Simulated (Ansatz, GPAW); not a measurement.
**Dielectric function and optical constants of KGeF3 (model structure)**

Wanted: where KGeF3 (model structure) starts to absorb, how strongly, and its refractive index. The cell was made here by substitution or stacking, whether or not such a phase is known. It was built so: All Pb replaced by Ge and Rb replaced by K in the Pm-3m structure of RbPbF3. The cell is first relaxed with Ansatz.

Method: DFT, LDA, plane-wave PAW (GPAW data sets), scalar-relativistic, RPA, optical limit, in GPAW 26.7.0.

## 1. The structure

The structure is cubic, space group Pm-3m (No. 221). Conventional cell: a = 4.511 Å, b = 4.511 Å, c = 4.511 Å, α = 90.00°, β = 90.00°, γ = 90.00°. Ge has 6 F at 2.26 Å nearest. K has 12 F at 3.19 Å nearest. Nearest to F lie 2 Ge at 2.26 Å and 4 K at 3.19 Å. All Pb replaced by Ge and Rb replaced by K in the Pm-3m structure of RbPbF3. Farther neighbours and most contacts between anions are not listed.

## 2. Relaxation

Spectra hang on bond lengths, so the cell is first brought to its minimum.

This step: DFT, LDA, plane-wave PAW, default files, scalar-relativistic, relaxation (Ansatz 0.2.0).

input.yaml reads:

```yaml
crystal:
  lattice:
    - [4.51134652, 0.0, 0.0]
    - [0.0, 4.51134652, 0.0]
    - [0.0, 0.0, 4.51134652]
  atoms:
    - { symbol: Ge, position: [0.5, 0.5, 0.5] }
    - { symbol: K, position: [0.0, 0.0, 0.0] }
    - { symbol: F, position: [0.5, 0.5, 0.0] }
    - { symbol: F, position: [0.5, 0.0, 0.5] }
    - { symbol: F, position: [0.0, 0.5, 0.5] }
kpoints:
  mp_grid: { grid: [5, 5, 5] }
scf:
  occupations: { method: fermi_dirac, width: 0.05 }
hamiltonian:
  xc: lda
output:
  forces: true
  stress: true
relax:
  f_tol: 0.02
  max_steps: 50
  cell: {}
```

Started as:

```bash
> ansatz run input.yaml --threads 1 --pin off --max-ram 4096MiB --backend cpu --events-out ev --progress --plain --runs-dir out
```

Numbers of over 12 decimals in the logs are rounded to 6 here.

What it wrote:

```text
Engine: ansatz 0.2.0, aarch64-unknown-linux-gnu
Pseudopotentials: kind: paw
Pseudopotential: Ge, paw, valence charge 14, recommended cutoff 420 eV (normal), Ge.paw.azcp
Pseudopotential: K, paw, valence charge 9, recommended cutoff 420 eV (normal), K.paw.azcp
Pseudopotential: F, paw, valence charge 7, recommended cutoff 420 eV (normal), F.paw.azcp
Functional definition: SPW92
  exchange = slater_x
  correlation = pw_c
Crystal: 5 atoms, lattice volume = 91.816 Å³
Basis set: ecut = 420 eV, 1791 PW (Γ)
Bands: 27, of which v1, the nominal top of the filled ones, is band 22 counted from 1 (21 counted from 0)
Symmetry: 48 space group operations
Space group: Pm-3m (ITA 221), of the structure as read, at distance tolerance 4.5e-5 Å
k-points: 10 of 125
Non-local potential: Ge, projectors of the file, l = 0: 2, l = 1: 2, l = 2: 3, l = 3: 1
Non-local potential: K, projectors of the file, l = 0: 3, l = 1: 2, l = 2: 2
Non-local potential: F, projectors of the file, l = 0: 2, l = 1: 2, l = 2: 1
PAW form: soft (Blöchl's): semilocal exchange-correlation on the pseudo side does not see the compensation charge
PAW frozen core: Ge, regenerated for the run's functional, and the local potential with it (the file was generated under x = pbe(κ = 0.804, μ = 0.219515), c = pbe(β = 0.066725))
PAW frozen core: K, regenerated for the run's functional, and the local potential with it (the file was generated under x = pbe(κ = 0.804, μ = 0.219515), c = pbe(β = 0.066725))
PAW frozen core: F, regenerated for the run's functional, and the local potential with it (the file was generated under x = pbe(κ = 0.804, μ = 0.219515), c = pbe(β = 0.066725))
PAW one-centre angular grid: Ge, 590 points (default); XC on 64 Gauss nodes
PAW one-centre angular grid: K, 110 points (default); XC on 64 Gauss nodes
PAW one-centre angular grid: F, 110 points (default); XC on 64 Gauss nodes
Initial density: superposition of atomic densities (neutral atoms: chi_scale 0, normalization atom), corrected by the library's trained network
Initial wavefunctions: pseudopotential atomic-orbital guess
Functional: x = slater, c = lda
SCF iter   1: F=—  HF=-8096.185003 eV  |F-HF|=—  |Δ(HF+E_count)|=         —  Δρ=1.58e-2  dr2=1.72e-1  ethr=1.77e-3  ⟨swp⟩=6.0  Hψ=1165  notcnv=0
preconditioner: auto → Resta (q_TF=auto, 2.413 Å⁻¹)  ε∞=2.9  [insulator: Δε(μ)=2.921 eV  Ē_g=18.066 eV  σ=0.050 eV  W_gap=1.00  n_scr=26 (ndim 8)  ℏωp=25.1 eV  f_vac=0.161  D(μ)=0.00/eV (n_scr^D=0)  ε∞_Penn≈2.9]
SCF iter   2: F=—  HF=-8096.144113 eV  |F-HF|=—  |Δ(HF+E_count)|=   4.09e-2  Δρ=6.31e-3  dr2=1.49e-2  ethr=3.91e-4  ⟨swp⟩=2.0  Hψ=547  notcnv=0  defer=10
SCF iter   3: F=—  HF=-8096.140070 eV  |F-HF|=—  |Δ(HF+E_count)|=   4.04e-3  Δρ=1.83e-3  dr2=1.87e-3  ethr=3.39e-5  ⟨swp⟩=2.0  Hψ=438  notcnv=0  defer=10
SCF iter   4: F=—  HF=-8096.139603 eV  |F-HF|=—  |Δ(HF+E_count)|=   4.67e-4  Δρ=2.90e-4  dr2=8.93e-5  ethr=4.26e-6  ⟨swp⟩=2.0  Hψ=471  notcnv=0  defer=10
SCF iter   5: F=—  HF=-8096.139569 eV  |F-HF|=—  |Δ(HF+E_count)|=   3.39e-5  Δρ=1.12e-4  dr2=1.31e-5  ethr=2.03e-7  ⟨swp⟩=2.0  Hψ=464  notcnv=0  defer=10
SCF iter   6: F=—  HF=-8096.139570 eV  |F-HF|=—  |Δ(HF+E_count)|=   1.15e-6  Δρ=1.86e-5  dr2=5.27e-7  ethr=2.97e-8  ⟨swp⟩=3.0  Hψ=470  notcnv=0  defer=10
SCF iter   7: F=-8096.139570 eV  HF=-8096.139570 eV  |F-HF|=1.97e-9  |Δ(HF+E_count)|=   1.34e-7  Δρ=4.68e-6  dr2=2.48e-8  ethr=2.27e-10  ⟨swp⟩=4.0  Hψ=882  notcnv=0
SCF 1 converged in 7 iterations: F = -8096.139570 eV  dr2 = 2.48e-8
  greatest PAW one-centre occupation: 0.999 electrons in one spin orbital (limit 2), on the Ge atom at site 0 (counted from 0), in its partial waves of l = 2
relax step   1: F+E_penalty+E_count = -8096.13957016 eV  Δ(F+E_penalty+E_count) = +0.000e0 eV  max|allowed force component| = 3.513e-29 eV/Å  Δτ_max = 0.0000 Å  P = -6.718 GPa  Ω = 91.816 Å³  (7 SCF iters, dr2 threshold 1.00e-7 eV, accepted)
Crystal: 5 atoms, lattice volume = 81.858 Å³
Basis set: ecut = 420 eV, 1575 PW (Γ)
Initial density: handed on by an earlier stage of this run
Initial wavefunctions: those handed on with the density
iter 1 solved again at ethr=3.09e-4 eV; its pass at ethr=3.10e-3 eV (dr2=1.36e-1 eV) is discarded
SCF iter   1: F=—  HF=-8096.490309 eV  |F-HF|=—  |Δ(HF+E_count)|=         —  Δρ=1.11e-2  dr2=1.37e-1  ethr=3.09e-4  ⟨swp⟩=1.0  Hψ=1415  notcnv=0
preconditioner: auto → Resta (q_TF=auto, 2.460 Å⁻¹)  ε∞=3.0  [insulator: Δε(μ)=2.669 eV  Ē_g=18.810 eV  σ=0.050 eV  W_gap=1.00  n_scr=18 (ndim 8)  ℏωp=26.6 eV  f_vac=0.069  D(μ)=0.00/eV (n_scr^D=0)  ε∞_Penn≈3.0]
SCF iter   2: F=—  HF=-8096.448642 eV  |F-HF|=—  |Δ(HF+E_count)|=   4.17e-2  Δρ=6.75e-3  dr2=1.94e-2  ethr=3.09e-4  ⟨swp⟩=2.7  Hψ=464  notcnv=0
SCF iter   3: F=—  HF=-8096.441623 eV  |F-HF|=—  |Δ(HF+E_count)|=   7.02e-3  Δρ=2.28e-3  dr2=5.97e-3  ethr=4.41e-5  ⟨swp⟩=2.1  Hψ=480  notcnv=0  defer=5
SCF iter   4: F=—  HF=-8096.438619 eV  |F-HF|=—  |Δ(HF+E_count)|=   3.00e-3  Δρ=4.06e-4  dr2=1.08e-4  ethr=1.36e-5  ⟨swp⟩=2.1  Hψ=408  notcnv=0  defer=5
SCF iter   5: F=—  HF=-8096.438630 eV  |F-HF|=—  |Δ(HF+E_count)|=   1.15e-5  Δρ=1.68e-4  dr2=1.58e-5  ethr=2.46e-7  ⟨swp⟩=2.0  Hψ=465  notcnv=0  defer=5
SCF iter   6: F=—  HF=-8096.438623 eV  |F-HF|=—  |Δ(HF+E_count)|=   6.92e-6  Δρ=3.77e-5  dr2=1.18e-6  ethr=3.58e-8  ⟨swp⟩=2.0  Hψ=465  notcnv=0  defer=5
SCF iter   7: F=-8096.438624 eV  HF=-8096.438624 eV  |F-HF|=2.36e-9  |Δ(HF+E_count)|=   8.33e-8  Δρ=6.87e-6  dr2=2.80e-8  ethr=1.14e-9  ⟨swp⟩=4.0  Hψ=856  notcnv=0
SCF 2 converged in 7 iterations: F = -8096.438624 eV  dr2 = 2.80e-8
relax step   2: F+E_penalty+E_count = -8096.43862351 eV  Δ(F+E_penalty+E_count) = -2.991e-1 eV  max|allowed force component| = 5.154e-30 eV/Å  Δτ_max = 0.0000 Å  P = -1.165 GPa  Ω = 81.858 Å³  energy of the carried Pulay correction = +3.806e-2 eV  (7 SCF iters, dr2 threshold 5.00e-7 eV, accepted)
Crystal: 5 atoms, lattice volume = 80.038 Å³
Basis set: ecut = 420 eV, 1551 PW (Γ)
iter 1 solved again at ethr=1.21e-5 eV; its pass at ethr=3.10e-3 eV (dr2=5.33e-3 eV) is discarded
SCF iter   1: F=—  HF=-8096.453388 eV  |F-HF|=—  |Δ(HF+E_count)|=         —  Δρ=2.10e-3  dr2=5.02e-3  ethr=1.21e-5  ⟨swp⟩=1.0  Hψ=1343  notcnv=0
preconditioner: auto → Resta (q_TF=auto, 2.469 Å⁻¹)  ε∞=3.0  [insulator: Δε(μ)=2.670 eV  Ē_g=18.907 eV  σ=0.050 eV  W_gap=1.00  n_scr=18 (ndim 8)  ℏωp=26.9 eV  f_vac=0.069  D(μ)=0.00/eV (n_scr^D=0)  ε∞_Penn≈3.0]
SCF iter   2: F=—  HF=-8096.451802 eV  |F-HF|=—  |Δ(HF+E_count)|=   1.59e-3  Δρ=1.29e-3  dr2=7.57e-4  ethr=1.14e-5  ⟨swp⟩=2.3  Hψ=428  notcnv=0
SCF iter   3: F=—  HF=-8096.451515 eV  |F-HF|=—  |Δ(HF+E_count)|=   2.87e-4  Δρ=4.37e-4  dr2=2.34e-4  ethr=1.72e-6  ⟨swp⟩=2.5  Hψ=446  notcnv=0
SCF iter   4: F=—  HF=-8096.451406 eV  |F-HF|=—  |Δ(HF+E_count)|=   1.08e-4  Δρ=8.36e-5  dr2=4.16e-6  ethr=5.31e-7  ⟨swp⟩=2.6  Hψ=439  notcnv=0
SCF iter   5: F=—  HF=-8096.451407 eV  |F-HF|=—  |Δ(HF+E_count)|=   5.44e-7  Δρ=3.39e-5  dr2=5.74e-7  ethr=1.14e-9  ⟨swp⟩=4.0  Hψ=946  notcnv=0
SCF iter   6: F=-8096.451406 eV  HF=-8096.451406 eV  |F-HF|=2.70e-10  |Δ(HF+E_count)|=   2.38e-7  Δρ=7.11e-6  dr2=3.96e-8  ethr=1.14e-9  ⟨swp⟩=4.0  Hψ=843  notcnv=0
SCF 3 converged in 6 iterations: F = -8096.451406 eV  dr2 = 3.96e-8
relax step   3: F+E_penalty+E_count = -8096.45140648 eV  Δ(F+E_penalty+E_count) = -1.278e-2 eV  max|allowed force component| = 9.243e-30 eV/Å  Δτ_max = 0.0000 Å  P = +0.251 GPa  Ω = 80.038 Å³  energy of the carried Pulay correction = +4.550e-2 eV  (6 SCF iters, dr2 threshold 5.00e-7 eV, accepted)
[...]
relax step   4: F+E_penalty+E_count = -8096.45034135 eV  Δ(F+E_penalty+E_count) = +1.065e-3 eV  max|allowed force component| = 1.041e-29 eV/Å  Δτ_max = 0.0000 Å  P = -0.007 GPa  Ω = 80.355 Å³  energy of the carried Pulay correction = +4.419e-2 eV  (4 SCF iters, dr2 threshold 1.57e-7 eV, accepted)
[...]
relax step   5: F+E_penalty+E_count = -8096.42838374 eV  Δ(F+E_penalty+E_count) = +2.196e-2 eV  max|allowed force component| = 7.652e-30 eV/Å  Δτ_max = 0.0000 Å  P = -0.560 GPa  Ω = 80.355 Å³  stress off target by 5.60e-1 GPa  SCF on the basis re-selected at this cell (its energy is not comparable with the rows above)  (6 SCF iters)
[...]
relax step   6: F+E_penalty+E_count = -8096.43234192 eV  Δ(F+E_penalty+E_count) = -3.958e-3 eV  max|allowed force component| = 4.746e-30 eV/Å  Δτ_max = 0.0000 Å  P = +0.031 GPa  Ω = 79.667 Å³  energy of the carried Pulay correction = +2.814e-3 eV  (5 SCF iters, dr2 threshold 5.00e-7 eV, accepted)
iter 1 solved again at ethr=1.55e-7 eV; its pass at ethr=3.10e-3 eV (dr2=6.84e-5 eV) is discarded
SCF iter   1: F=—  HF=-8096.430064 eV  |F-HF|=—  |Δ(HF+E_count)|=         —  Δρ=8.90e-5  dr2=1.04e-6  ethr=1.55e-7  ⟨swp⟩=2.9  Hψ=1801  notcnv=0
preconditioner: auto → Resta (q_TF=auto, 2.471 Å⁻¹)  ε∞=3.0  [insulator: Δε(μ)=2.669 eV  Ē_g=18.924 eV  σ=0.050 eV  W_gap=1.00  n_scr=18 (ndim 8)  ℏωp=27.0 eV  f_vac=0.079  D(μ)=0.00/eV (n_scr^D=0)  ε∞_Penn≈3.0]
SCF iter   2: F=—  HF=-8096.430063 eV  |F-HF|=—  |Δ(HF+E_count)|=   1.29e-6  Δρ=3.74e-5  dr2=3.18e-7  ethr=2.37e-9  ⟨swp⟩=2.1  Hψ=431  notcnv=0
SCF iter   3: F=—  HF=-8096.430063 eV  |F-HF|=—  |Δ(HF+E_count)|=   3.27e-8  Δρ=1.83e-5  dr2=4.31e-8  ethr=7.23e-10  ⟨swp⟩=2.3  Hψ=321  notcnv=0
SCF iter   4: F=—  HF=-8096.430063 eV  |F-HF|=—  |Δ(HF+E_count)|=  9.89e-10  Δρ=1.26e-6  dr2=9.69e-10  ethr=9.80e-11  ⟨swp⟩=2.6  Hψ=459  notcnv=0
SCF iter   5: F=—  HF=-8096.430063 eV  |F-HF|=—  |Δ(HF+E_count)|=  2.35e-10  Δρ=5.45e-7  dr2=2.95e-10  ethr=2.20e-12  ⟨swp⟩=2.0  Hψ=474  notcnv=0
SCF iter   6: F=-8096.430063 eV  HF=-8096.430063 eV  |F-HF|=4.55e-12  |Δ(HF+E_count)|=  7.09e-11  Δρ=1.78e-7  dr2=2.67e-11  ethr=1.00e-12  ⟨swp⟩=2.9  Hψ=932  notcnv=0
SCF 7 converged in 6 iterations: F = -8096.430063 eV  dr2 = 2.67e-11
relax step   7: F+E_penalty+E_count = -8096.43006303 eV  Δ(F+E_penalty+E_count) = +2.279e-3 eV  max|allowed force component| = 1.701e-29 eV/Å  Δτ_max = 0.0000 Å  P = -0.010 GPa  Ω = 79.667 Å³  stress off target by 1.02e-2 GPa  SCF on the basis re-selected at this cell (its energy is not comparable with the rows above)  (6 SCF iters)
basis re-selected at this cell: Δ(F+E_penalty+E_count) = +2.279e-3 eV, ΔP = -0.041 GPa vs the last step (what re-selecting the basis moved, of the pressure what is left beyond the Pulay correction that the steps carried, after the strain that the cell walked since its last selection, with what the two solves' SCF thresholds leave and, on support functions, any second-order correction that the steps lacked; it is no m [...]
SCF converged after 6 iterations
Free energy (F): -8096.430063 eV
Harris-Foulkes:  -8096.430063 eV  (|F-HF|=4.55e-12)
Internal energy: -8096.430063 eV  (E = F + TS)
E sigma→0 (E₀):  -8096.430063 eV
Fermi energy:    7.192922 eV
--- Per-component energies (eV) ---
  E_band       = -384.930085
  E_kinetic    = 978.578568
  E_local      = -4951.348388  (includes V_loc(G=0)·N_el)
  E_nonlocal   = 656.710028
  E_hartree    = 1997.510808
  E_xc         = -442.629580
  E_vxc        = -531.873638  (∫ρ·V_xc dr)
  E_paw        = -3237.281723  (= ΣΔE_a)
  E_vpaw       = -532.023944  (= ΣTr[D̂ρ^β])
  E_aug_tail   = 0.005789  (compensation charges beyond the density's cutoff)
  E_ewald      = -3100.481147
  E_core_change = 2.505581  (= ΣΔE_core)
  E_smearing   = -0.000000  (= −TS)
  E_closure    = -0.000000  (closes the sum)
  Σ components = -8096.430063   (vs F -8096.430063, Δ=0.00e0)
--- Forces (eV/Å), atoms counted from 1 ---
  atom   1  Ge     0.00000000    -0.00000000     0.00000000
  atom   2  K     -0.00000000    -0.00000000     0.00000000
  atom   3  F     -0.00000000    -0.00000000     0.00000000
  atom   4  F      0.00000000     0.00000000     0.00000000
  atom   5  F     -0.00000000    -0.00000000     0.00000000
  max |Σ_I F_I| component: 1.49e-29 eV/Å
--- Stress (GPa, compression-positive) ---
       -0.010170      -0.000000      -0.000000
       -0.000000      -0.010170       0.000000
       -0.000000       0.000000      -0.010170
  P = ⅓ Tr σ = -0.0102 GPa (-0.102 kbar)
--- Relaxed structure (5 steps of the walk, 5 accepted, 2 SCFs on fresh bases) ---
  F+E_penalty+E_count = -8096.43006303 eV   max|allowed force component| = 1.701e-29 eV/Å   (the final SCF, on the basis selected at the relaxed cell)
  cell:  # Å, volume = 79.6672 Å³
    - [4.302886, 0, 0]
    - [0, 4.302886, 0]
    - [0, 0, 4.302886]
  atoms:
    - { symbol: Ge, position: [0.5, 0.5, 0.5] }
    - { symbol: K, position: [0, 0, 0] }
    - { symbol: F, position: [0.5, 0.5, 0] }
    - { symbol: F, position: [0.5, 0, 0.5] }
    - { symbol: F, position: [0, 0.5, 0.5] }
```

The job ended after 7 s (1 thread of Arm Neoverse V2, shared host; peak memory 0.33 GiB).

Step by step:

```csv
step,energy less that of the first step (eV),largest force component (eV/Å),pressure (GPa),volume (Å³)
1,0.0000,0.0000,-6.72,91.82
2,-0.2991,0.0000,-1.17,81.86
3,-0.3118,0.0000,0.25,80.04
4,-0.3108,0.0000,-0.01,80.35
5*,-0.2888,0.0000,-0.56,80.35
6,-0.2928,0.0000,0.03,79.67
7*,-0.2905,0.0000,-0.01,79.67
```

Relaxation steps marked * repeat the geometry before them on a plane-wave basis chosen anew for their cell, so energy and pressure can jump there.

Forces are held to the 48 operations that the run works with; a distortion that breaks them can't arise in this run.

```csv
"conventional cell, symmetrised",before,after,change
a (Å),4.511,4.303,-4.6 %
b (Å),4.511,4.303,-4.6 %
c (Å),4.511,4.303,-4.6 %
volume (Å³/atom),18.36,15.93,-13.2 %
```

The relaxed structure:

```
Ge K F
1.0
     4.30289    0.00000    0.00000
     0.00000    4.30289    0.00000
     0.00000    0.00000    4.30289
Ge K F
1 1 3
Direct
  0.50000 0.50000 0.50000
  0.00000 0.00000 0.00000
  0.50000 0.50000 0.00000
  0.50000 0.00000 0.50000
  0.00000 0.50000 0.50000
```

The relaxation ends with a pressure of -0.01 GPa.

[end of part 1 of 2]

[Machine, clock and banner lines and Python warnings are left out of the logs.]

[Logs are printed without paths, hosts, clocks, repeated set-up lines and the standing remarks that a program may print on its own settings, such as how far it seeks lower states.]

[Hosts, paths, dates, database ids (printed as entryN), source tags and the programs' standing remarks are cut or masked in the printed files.]
